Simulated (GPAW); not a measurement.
# Zn K edge of ZnAg (Pm-3m): cell size and cost

How large a supercell does the Zn K edge of ZnAg (Pm-3m) need, and what does it cost? The absorber has 8 Ag at 2.73 Å and 6 Zn at 3.16 Å (cube and octahedron, as in bcc, site symmetry m-3m).

The runs were made apart and are set side by side; the one with the holes farthest apart serves as the reference. All curves get a further Gaussian of 1.5 eV full width, so that line shapes and meshes matter less.

## Step 1: Cost and result by level

| run | hole distance (Å) | k mesh | core time | raw zero (eV) | zero less the added terms (eV) | r.m.s. from the reference after the best shift (%) |
| --- | --- | --- | --- | --- | --- | --- |
| GPAW LDA, 8 atoms | 5.5 | 6×6×6 | 4.6 min | 9671.9 | 9641.1 | 3 |
| GPAW LDA, 18 atoms | 7.1 | 4×4×4 | 28 min | 9672.0 | 9641.2 | - |

Times are from shared hosts. The zero: total-energy differences, less 30.8 eV, the free-atom term for the hole's spin; LDA puts this hole about 19 eV below PBE, itself good to a few eV.

| E (eV) | GPAW LDA, 8 atoms | GPAW LDA, 18 atoms |
| --- | --- | --- |
| -2.00 | 0.01 | 0.01 |
| -1.25 | 0.05 | 0.06 |
| -0.50 | 0.15 | 0.18 |
| 0.25 | 0.32 | 0.35 |
| 1.00 | 0.49 | 0.50 |
| 1.75 | 0.64 | 0.66 |
| 2.50 | 0.79 | 0.83 |
| 3.25 | 0.97 | 1.01 |
| 4.00 | 1.21 | 1.23 |
| 4.75 | 1.44 | 1.42 |
| 5.50 | 1.55 | 1.47 |
| 6.25 | 1.50 | 1.43 |
| 7.00 | 1.38 | 1.39 |
| 7.75 | 1.26 | 1.32 |
| 8.50 | 1.17 | 1.24 |
| 9.25 | 1.09 | 1.13 |
| 10.00 | 1.02 | 1.02 |
| 10.75 | 1.02 | 0.97 |
| 11.50 | 1.08 | 1.01 |
| 12.25 | 1.14 | 1.10 |
| 13.00 | 1.15 | 1.12 |
| 13.75 | 1.09 | 1.06 |
| 14.50 | 0.98 | 0.97 |
| 15.25 | 0.88 | 0.89 |
| 16.00 | 0.82 | 0.83 |
| 16.75 | 0.77 | 0.79 |
| 17.50 | 0.73 | 0.75 |
| 18.25 | 0.70 | 0.72 |
| 19.00 | 0.71 | 0.72 |
| 19.75 | 0.74 | 0.73 |
| 20.50 | 0.78 | 0.76 |
| 21.25 | 0.80 | 0.79 |
| 22.00 | 0.82 | 0.81 |
| 22.75 | 0.83 | 0.83 |
| 23.50 | 0.87 | 0.85 |
| 24.25 | 0.92 | 0.89 |
| 25.00 | 0.98 | 0.95 |
| 25.75 | 1.03 | 1.01 |
| 26.50 | 1.05 | 1.05 |
| 27.25 | 1.05 | 1.06 |
| 28.00 | 1.04 | 1.06 |
| 28.75 | 1.04 | 1.05 |
| 29.50 | 1.02 | 1.04 |
| 30.25 | 0.99 | 1.01 |
| 31.00 | 0.95 | 0.96 |
| 31.75 | 0.91 | 0.91 |

## Step 2: Reading

The smallest cell differs from the reference by 3 % r.m.s. after a shift of 0.0 eV at 0.16 of its cost, so it already gives the shape. Its highest intensity below 24 eV lies at 5.6 eV against 5.4 eV. Whether the reference itself is converged wasn't tested.

The script folds with a Gaussian, whereas the core hole's own line is a Lorentzian, so the onset is too steep and the first peak too high. Lifetime broadening is put in by hand, and intensities beyond about 20 eV depend on it. Some cells keep the holes under 6.5 Å apart, so shapes are probably not fully converged. The structures are entries of the Crystallography Open Database, used as given.

[Hosts, paths, dates, database ids (printed as entryN), source tags and the programs' standing remarks are cut or masked in the printed files.]
